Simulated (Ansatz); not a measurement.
# LiCl (Fm-3m): a volume series of phonon spectra

Aim: how the vibrations of LiCl shift with volume, and the expansion that follows.

Measurements to reproduce:
- volume expansion coefficient 131.4 1e-6/K and heat capacity C_P per formula unit 48.1 J/mol/K near room temperature (given in “High-Throughput Prediction of Finite-Temperature Properties using the Quasi-Harmonic Approximation”, 2016, arXiv:1603.06924)
- volume expansion coefficient 131.1 1e-6/K near room temperature (given in “Descriptors for thermal expansion in solids”, 2017, arXiv:1701.03966)

Method: DFT LDA, scalar-relativistic, plane waves, PAW, in Ansatz 0.2.0.

The database entry behind the starting cell differs from later determinations by our own check (0.1 to 0.3 % short, probably kX units), so it need not match the best structure at ambient conditions.

### 1. The starting structure

The structure is cubic, space group Fm-3m (No. 225). Conventional cell: a = 5.130 Å, b = 5.130 Å, c = 5.130 Å, α = 90.00°, β = 90.00°, γ = 90.00°. Nearest to Li lie 6 Cl at 2.56 Å. Cl has 6 Li at 2.56 Å nearest. Farther neighbours and most contacts between anions are not listed.

### 2. Probe on a coarse mesh

A cheap single point shows whether the cell is a metal or an insulator and how far it is from rest; that sets the k-mesh and the occupations of what follows.

input.yaml reads:

```yaml
crystal:
  lattice:
    - [0.0, 2.56477, 2.56477]
    - [2.56477, 0.0, 2.56477]
    - [2.56477, 2.56477, 0.0]
  atoms:
    - { symbol: Li, position: [0.0, 0.0, 0.0] }
    - { symbol: Cl, position: [0.5, 0.5, 0.5] }
kpoints:
  mp_grid: { grid: [6, 6, 6] }
hamiltonian:
  xc: lda
scf:
  occupations: { method: gaussian, width: 0.1 }
output:
  forces: true
  stress: true
  eigenvalues: true
```

On the command line:

```console
ansatz run input.yaml --threads 4 --pin off --max-ram 16384MiB --backend cpu --events-out ev --progress --plain --runs-dir out
```

Numbers of over 12 decimals in the logs are rounded to 6 here.

What it wrote:

```text
Engine: ansatz 0.2.0, aarch64-unknown-linux-gnu
Pseudopotentials: kind: paw
Pseudopotential: Li, paw, valence charge 3, recommended cutoff 420 eV (normal), Li.paw.azcp
Pseudopotential: Cl, paw, valence charge 7, recommended cutoff 420 eV (normal), Cl.paw.azcp
Functional definition: SPW92
  exchange = slater_x
  correlation = pw_c
Crystal: 2 atoms, lattice volume = 33.742 Å³
Basis set: ecut = 420 eV, 645 PW (Γ)
Bands: 9, of which v1, the nominal top of the filled ones, is band 5 counted from 1 (4 counted from 0)
Symmetry: 48 space group operations
Space group: Fm-3m (ITA 225), of the structure as read, at distance tolerance 3.2e-5 Å
k-points: 16 of 216
Non-local potential: Li, projectors of the file, l = 0: 3, l = 1: 2, l = 2: 1
Non-local potential: Cl, projectors of the file, l = 0: 2, l = 1: 2, l = 2: 2
PAW form: soft (Blöchl's): semilocal exchange-correlation on the pseudo side does not see the compensation charge
PAW frozen core: Cl, regenerated for the run's functional, and the local potential with it (the file was generated under x = pbe(κ = 0.804, μ = 0.219515), c = pbe(β = 0.066725))
PAW one-centre angular grid: Li, 110 points (default); XC on 64 Gauss nodes
PAW one-centre angular grid: Cl, 110 points (default); XC on 64 Gauss nodes
Initial density: superposition of atomic densities (neutral atoms: chi_scale 0, normalization atom), corrected by the library's trained network
Initial wavefunctions: pseudopotential atomic-orbital guess
Functional: x = slater, c = lda
SCF iter   1: F=—  HF=-1249.449790 eV  |F-HF|=—  |Δ(HF+E_count)|=         —  Δρ=6.91e-3  dr2=1.30e-2  ethr=1.77e-3  ⟨swp⟩=4.7  Hψ=944  notcnv=0
preconditioner: auto → none  [insulator: Δε(μ)=5.928 eV  Ē_g=13.792 eV  σ=0.100 eV  W_gap=1.00  n_scr=8 (ndim 8)  ℏωp=18.1 eV  f_vac=0.000  D(μ)=0.00/eV (n_scr^D=0)  ε∞_Penn≈2.7]
SCF iter   2: F=—  HF=-1249.442483 eV  |F-HF|=—  |Δ(HF+E_count)|=   7.31e-3  Δρ=3.01e-3  dr2=1.29e-3  ethr=1.30e-4  ⟨swp⟩=2.1  Hψ=353  notcnv=0
SCF iter   3: F=—  HF=-1249.441467 eV  |F-HF|=—  |Δ(HF+E_count)|=   1.02e-3  Δρ=6.46e-4  dr2=1.59e-4  ethr=1.29e-5  ⟨swp⟩=2.9  Hψ=220  notcnv=0
SCF iter   4: F=—  HF=-1249.441407 eV  |F-HF|=—  |Δ(HF+E_count)|=   5.93e-5  Δρ=9.12e-5  dr2=1.31e-6  ethr=1.59e-6  ⟨swp⟩=2.6  Hψ=223  notcnv=0
SCF iter   5: F=—  HF=-1249.441409 eV  |F-HF|=—  |Δ(HF+E_count)|=   1.90e-6  Δρ=4.42e-6  dr2=4.69e-9  ethr=1.31e-8  ⟨swp⟩=2.9  Hψ=222  notcnv=0
SCF iter   6: F=-1249.441409 eV  HF=-1249.441409 eV  |F-HF|=5.46e-12  |Δ(HF+E_count)|=  8.10e-10  Δρ=5.12e-7  dr2=2.65e-11  ethr=4.69e-11  ⟨swp⟩=1.5  Hψ=418  notcnv=0
SCF 1 converged in 6 iterations: F = -1249.441409 eV  dr2 = 2.65e-11
  greatest PAW one-centre occupation: 1.000 electrons in one spin orbital (limit 2), on the Li atom at site 0 (counted from 0), in its partial waves of l = 0
SCF converged after 6 iterations
Free energy (F): -1249.441409 eV
Harris-Foulkes:  -1249.441409 eV  (|F-HF|=5.46e-12)
Internal energy: -1249.441409 eV  (E = F + TS)
E sigma→0 (E₀):  -1249.441409 eV
Fermi energy:    4.485918 eV
--- Per-component energies (eV) ---
  E_band       = -103.371596
  E_kinetic    = 183.078471
  E_local      = -325.246032  (includes V_loc(G=0)·N_el)
  E_nonlocal   = -2.841439
  E_hartree    = 93.595553
  E_xc         = -116.919547
  E_vxc        = -135.808023  (∫ρ·V_xc dr)
  E_paw        = -643.809798  (= ΣΔE_a)
  E_vpaw       = -9.745802  (= ΣTr[D̂ρ^β])
  E_aug_tail   = 0.000096  (compensation charges beyond the density's cutoff)
  E_ewald      = -437.489205
  E_core_change = 0.190492  (= ΣΔE_core)
  E_smearing   = -0.000000  (= −TS)
  E_closure    = -0.000000  (closes the sum)
  Σ components = -1249.441409   (vs F -1249.441409, Δ=0.00e0)
--- Forces (eV/Å), atoms counted from 1 ---
  atom   1  Li    -0.00000000     0.00000000     0.00000000
  atom   2  Cl     0.00000000    -0.00000000     0.00000000
  max |Σ_I F_I| component: 2.78e-30 eV/Å
--- Stress (GPa, compression-positive) ---
       -3.233280       0.000000       0.000000
       -0.000000      -3.233280       0.000000
       -0.000000      -0.000000      -3.233280
  P = ⅓ Tr σ = -3.2333 GPa (-32.333 kbar)
--- Band table (eV; the first three rows and the last of 16) ---
  k-point 0: bands = ["-40.9457", "-11.8594", "1.4921", "1.4921", "1.4921", "7.4779", "13.0694", "13.0694", "13.0694"]
  k-point 1: bands = ["-40.9449", "-11.7260", "0.5987", "1.4216", "1.4216", "8.1724", "12.0593", "12.6275", "12.6275"]
  k-point 2: bands = ["-40.9432", "-11.4352", "-0.7985", "1.2923", "1.2923", "8.1924", "11.1733", "11.1733", "12.8898"]
  k-point 15: bands = ["-40.9414", "-11.0274", "-1.1258", "-0.2218", "0.3893", "9.9180", "10.5675", "12.4712", "12.5886"]
```

The job ended after 0.28 s (4 threads of Arm Neoverse V1, shared host; peak memory 0.25 GiB).

A gap read on the k-mesh alone can miss the band edges.

Numbers from this step:

```
pressure          : -3.233 GPa
gap on the k-mesh : 5.986 eV
volume per atom   : 16.87 Å³
```

The start is under -3.2 GPa at this level and looks like an insulator or semiconductor on this mesh.

### 3. Finding the static equilibrium

Phonons are second derivatives about a minimum, so cell and atoms are relaxed first, inside the symmetry of the start.

input.yaml, the sections that differ from step 2:

```yaml
kpoints:
  mp_grid: { grid: [8, 8, 8] }
scf:
  occupations: { method: gaussian, width: 0.02 }
output:
  forces: true
  stress: true
  eigenvalues: true
  write_density: true
  write_potential: true
  elf: true
  volumetric_format: npy
relax:
  adjacent_minimum: "off"
  f_tol: 0.005
  max_steps: 80
  cell: { stress_tol: 0.05 }
# crystal, hamiltonian: as in step 2
```

What it wrote:

```text
[...]
Crystal: 2 atoms, lattice volume = 33.742 Å³
Basis set: ecut = 420 eV, 645 PW (Γ)
Bands: 9, of which v1, the nominal top of the filled ones, is band 5 counted from 1 (4 counted from 0)
Symmetry: 48 space group operations
[...]
k-points: 29 of 512
[...]
SCF iter   1: F=—  HF=-1249.449979 eV  |F-HF|=—  |Δ(HF+E_count)|=         —  Δρ=6.91e-3  dr2=1.31e-2  ethr=1.77e-3  ⟨swp⟩=5.0  Hψ=1776  notcnv=0
[...]
SCF iter   6: F=-1249.441593 eV  HF=-1249.441593 eV  |F-HF|=5.00e-12  |Δ(HF+E_count)|=  7.69e-10  Δρ=4.92e-7  dr2=2.52e-11  ethr=4.68e-11  ⟨swp⟩=4.4  Hψ=1161  notcnv=0
SCF 1 converged in 6 iterations: F = -1249.441593 eV  dr2 = 2.52e-11
[...]
relax step   1: F+E_penalty+E_count = -1249.44159320 eV  Δ(F+E_penalty+E_count) = +0.000e0 eV  max|allowed force component| = 3.496e-30 eV/Å  Δτ_max = 0.0000 Å  P = -3.237 GPa  Ω = 33.742 Å³  (6 SCF iters, dr2 threshold 1.00e-7 eV, accepted)
Crystal: 2 atoms, lattice volume = 31.544 Å³
Basis set: ecut = 420 eV, 609 PW (Γ)
[...]
iter 1 solved again at ethr=8.39e-6 eV; its pass at ethr=3.10e-3 eV (dr2=8.39e-4 eV) is discarded
[...]
SCF iter   4: F=-1249.472853 eV  HF=-1249.472853 eV  |F-HF|=3.99e-8  |Δ(HF+E_count)|=   3.73e-6  Δρ=2.34e-5  dr2=7.02e-8  ethr=2.00e-9  ⟨swp⟩=6.5  Hψ=1653  notcnv=0
SCF 2 converged in 4 iterations: F = -1249.472853 eV  dr2 = 7.02e-8
relax step   2: F+E_penalty+E_count = -1249.47285304 eV  Δ(F+E_penalty+E_count) = -3.126e-2 eV  max|allowed force component| = 2.699e-30 eV/Å  Δτ_max = 0.0000 Å  P = -1.178 GPa  Ω = 31.544 Å³  energy of the carried Pulay correction = +6.223e-5 eV  (4 SCF iters, dr2 threshold 2.00e-7 eV, accepted)
Crystal: 2 atoms, lattice volume = 30.412 Å³
[...]
SCF iter   4: F=-1249.476376 eV  HF=-1249.476376 eV  |F-HF|=1.68e-8  |Δ(HF+E_count)|=   4.13e-7  Δρ=1.12e-5  dr2=2.74e-8  ethr=2.00e-9  ⟨swp⟩=9.0  Hψ=1810  notcnv=0
SCF 3 converged in 4 iterations: F = -1249.476376 eV  dr2 = 2.74e-8
relax step   3: F+E_penalty+E_count = -1249.47637615 eV  Δ(F+E_penalty+E_count) = -3.523e-3 eV  max|allowed force component| = 2.243e-30 eV/Å  Δτ_max = 0.0000 Å  P = +0.237 GPa  Ω = 30.412 Å³  energy of the carried Pulay correction = +9.596e-5 eV  (4 SCF iters, dr2 threshold 2.00e-7 eV, accepted)
[...]
relax step   4: F+E_penalty+E_count = -1249.47649942 eV  Δ(F+E_penalty+E_count) = -1.233e-4 eV  max|allowed force component| = 8.250e-30 eV/Å  Δτ_max = 0.0000 Å  P = +0.005 GPa  Ω = 30.582 Å³  energy of the carried Pulay correction = +9.079e-5 eV  (3 SCF iters, dr2 threshold 1.40e-7 eV, accepted)
[...]
SCF iter   4: F=-1249.476405 eV  HF=-1249.476405 eV  |F-HF|=2.27e-13  |Δ(HF+E_count)|=  4.99e-10  Δρ=5.19e-7  dr2=1.66e-11  ethr=1.00e-12  ⟨swp⟩=4.1  Hψ=1132  notcnv=0
SCF 5 converged in 4 iterations: F = -1249.476405 eV  dr2 = 1.66e-11
relax step   5: F+E_penalty+E_count = -1249.47640497 eV  Δ(F+E_penalty+E_count) = +9.445e-5 eV  max|allowed force component| = 1.068e-29 eV/Å  Δτ_max = 0.0000 Å  P = +0.006 GPa  Ω = 30.582 Å³  stress off target by 6.10e-3 GPa  SCF on the basis re-selected at this cell (its energy is not comparable with the rows above)  (4 SCF iters)
basis re-selected at this cell: Δ(F+E_penalty+E_count) = +9.445e-5 eV, ΔP = +0.001 GPa vs the last step (what re-selecting the basis moved, of the pressure what is left beyond the Pulay correction that the steps carried, after the strain that the cell walked since its last selection, with what the two solves' SCF thresholds leave and, on support functions, any second-order correction that the steps lacked; it is no measure of the basis error at this ecutwfc). The dense FFT grid was sized anew with the basis: this SCF ran on 24×24×24 points, the steps before it on 25×25×25, so part of this shift can come from that change (see relax.cell in the input reference). [rest of the remark cut]
SCF converged after 4 iterations
Free energy (F): -1249.476405 eV
[...]
Internal energy: -1249.476405 eV  (E = F + TS)
E sigma→0 (E₀):  -1249.476405 eV
Fermi energy:    5.640152 eV
[...]
--- Stress (GPa, compression-positive) ---
        0.006099      -0.000000      -0.000000
       -0.000000       0.006099      -0.000000
       -0.000000      -0.000000       0.006099
  P = ⅓ Tr σ = 0.0061 GPa (0.061 kbar)
--- Band table (eV; the first three rows and the last of 29) ---
[...]
--- Relaxed structure (4 steps of the walk, 4 accepted, 1 SCFs on fresh bases) ---
  F+E_penalty+E_count = -1249.47640497 eV   max|allowed force component| = 1.068e-29 eV/Å   (the final SCF, on the basis selected at the relaxed cell)
  cell:  # Å, volume = 30.5825 Å³
    - [0, 2.482071, 2.482071]
    - [2.482071, 0, 2.482071]
    - [2.482071, 2.482071, 0]
  atoms:
    - { symbol: Li, position: [0, 0, 0] }
    - { symbol: Cl, position: [0.500000, 0.500000, 0.500000] }
```

The job ended after 1.3 s (4 threads; peak memory 0.28 GiB).

The steps of the relaxation:

```tsv
step	energy less that of the first step (eV)	largest force component (eV/Å)	pressure (GPa)	volume (Å³)
1	0.0000	0.0000	-3.24	33.74
2	-0.0313	0.0000	-1.18	31.54
3	-0.0348	0.0000	0.24	30.41
4	-0.0349	0.0000	0.00	30.58
5*	-0.0348	0.0000	0.01	30.58
```

Relaxation steps marked * repeat the geometry before them on a plane-wave basis chosen anew for their cell, so energy and pressure can jump there.

Forces are held to the 48 operations that the run works with; a distortion that breaks them can't arise in this run.

```tsv
conventional cell, symmetrised	before	after	change
a (Å)	5.130	4.964	-3.2 %
b (Å)	5.130	4.964	-3.2 %
c (Å)	5.130	4.964	-3.2 %
volume (Å³/atom)	16.87	15.29	-9.4 %
```

The relaxed structure:

```xyz
2
Lattice="0.0000 2.4821 2.4821 2.4821 0.0000 2.4821 2.4821 2.4821 0.0000" Properties=species:S:1:pos:R:3 pbc="T T T"
Li    0.0000    0.0000    0.0000
Cl    2.4821    2.4821    2.4821
```

Numbers from this step:

* pressure: 0.006099 GPa
* gap on the k-mesh: 6.489 eV
* volume per atom: 15.29 Å³

Valence density in the ac plane of the conventional cell at fractional y = 0.000, with atoms of Li and Cl within 0.2 Å of it. It is the smooth field of the valence electrons, not physical close to the nuclei.

Ten steps, logarithmic in the rise over the least value, from '0' (0.1 e/Å³) to '9' (7.1 e/Å³), each cell a mean:
```
95024665653138
41013566642003
10001344421001
32100122100123
55310001000245
66520156301466
36531499612465
56531389502466
66420034101356
44210011000134
21001233210012
10002455531000
63014666652015
96124653653149
```
Columns run along a (5.0 Å), rows up along c (5.0 Å), edges of the conventional cell, whose origin can differ from the input's. Atoms in or near the plane, at fractional coordinates: Li at (0.00, 0.00), Li at (0.50, 0.50), Cl at (0.50, 0.00), Cl at (0.00, 0.50).

Electrostatic potential energy in the ac plane of the conventional cell at fractional y = 0.000, with atoms of Li and Cl within 0.2 Å of it. With pseudopotentials it is smooth inside the atoms' cores, unlike the true potential.

Ten even steps from '0' (-48 eV) to '9' (8 eV), each cell a mean:
```
36898400169974
78999743589987
99999988999999
99999999999999
67999988999986
13799865799951
01699732589830
01699743689840
35899877899974
89999999999998
99999999999999
89999866799998
57999511379986
25898300169973
```
Columns run along a (5.0 Å; values clipped at the 3rd and 97th percentile), rows up along c (5.0 Å), edges of the conventional cell, whose origin can differ from the input's. Atoms in or near the plane, at fractional coordinates: Li at (0.00, 0.00), Li at (0.50, 0.50), Cl at (0.50, 0.00), Cl at (0.00, 0.50).

ELF in the ac plane of the conventional cell at fractional y = 0.000, with atoms of Li and Cl within 0.2 Å of it. It is the smooth field of the valence electrons, not physical close to the nuclei.

Values in units of 1e-1, 14 rows by 14 columns, each cell a mean:
```
9.0 4.4 0.8 5.1 8.2 8.5 6.4 5.6 7.9 8.6 7.1 2.2 1.7 7.8
2.2 0.6 0.6 3.5 7.1 8.4 8.5 8.4 8.6 8.0 5.4 1.4 0.4 1.7
2.3 2.0 1.1 1.4 4.2 7.1 8.2 8.4 7.9 5.8 2.3 0.8 1.4 2.2
7.3 6.4 3.8 1.4 1.4 3.5 5.1 5.3 4.4 2.1 0.9 2.3 5.4 7.1
8.6 8.4 7.1 3.8 1.1 0.6 0.8 0.9 0.7 0.6 2.1 5.8 8.0 8.6
7.4 8.3 8.4 6.4 2.0 0.6 4.4 5.8 2.3 0.7 4.4 7.9 8.6 7.9
3.8 7.4 8.6 7.3 2.3 2.2 9.0 9.8 5.8 0.9 5.3 8.4 8.4 5.6
5.6 7.9 8.6 7.1 2.2 1.7 7.8 9.0 4.4 0.8 5.1 8.2 8.5 6.4
8.4 8.6 8.0 5.4 1.4 0.4 1.7 2.2 0.6 0.6 3.5 7.1 8.4 8.5
8.4 7.9 5.8 2.3 0.8 1.4 2.2 2.3 2.0 1.1 1.4 4.2 7.1 8.2
5.3 4.4 2.1 0.9 2.3 5.4 7.1 7.3 6.4 3.8 1.4 1.4 3.5 5.1
0.9 0.7 0.6 2.1 5.8 8.0 8.6 8.6 8.4 7.1 3.8 1.1 0.6 0.8
5.8 2.3 0.7 4.4 7.9 8.6 7.9 7.4 8.3 8.4 6.4 2.0 0.6 4.4
9.8 5.8 0.9 5.3 8.4 8.4 5.6 3.8 7.4 8.6 7.3 2.3 2.2 9.0
```
Columns run along a (5.0 Å), rows up along c (5.0 Å), edges of the conventional cell, whose origin can differ from the input's. Atoms in or near the plane, at fractional coordinates: Li at (0.00, 0.00), Li at (0.50, 0.50), Cl at (0.50, 0.00), Cl at (0.00, 0.50).

The relaxation ends with a pressure of 0.01 GPa.

[end of part 1 of 4]

[Logs are printed without paths, hosts, clocks, repeated set-up lines and the standing remarks that a program may print on its own settings, such as how far it seeks lower states.]

[Hosts, paths, dates, database ids (printed as entryN), source tags and the programs' standing remarks are cut or masked in the printed files.]

[A step with changed settings may run another functional than the one named; its input shows which.]


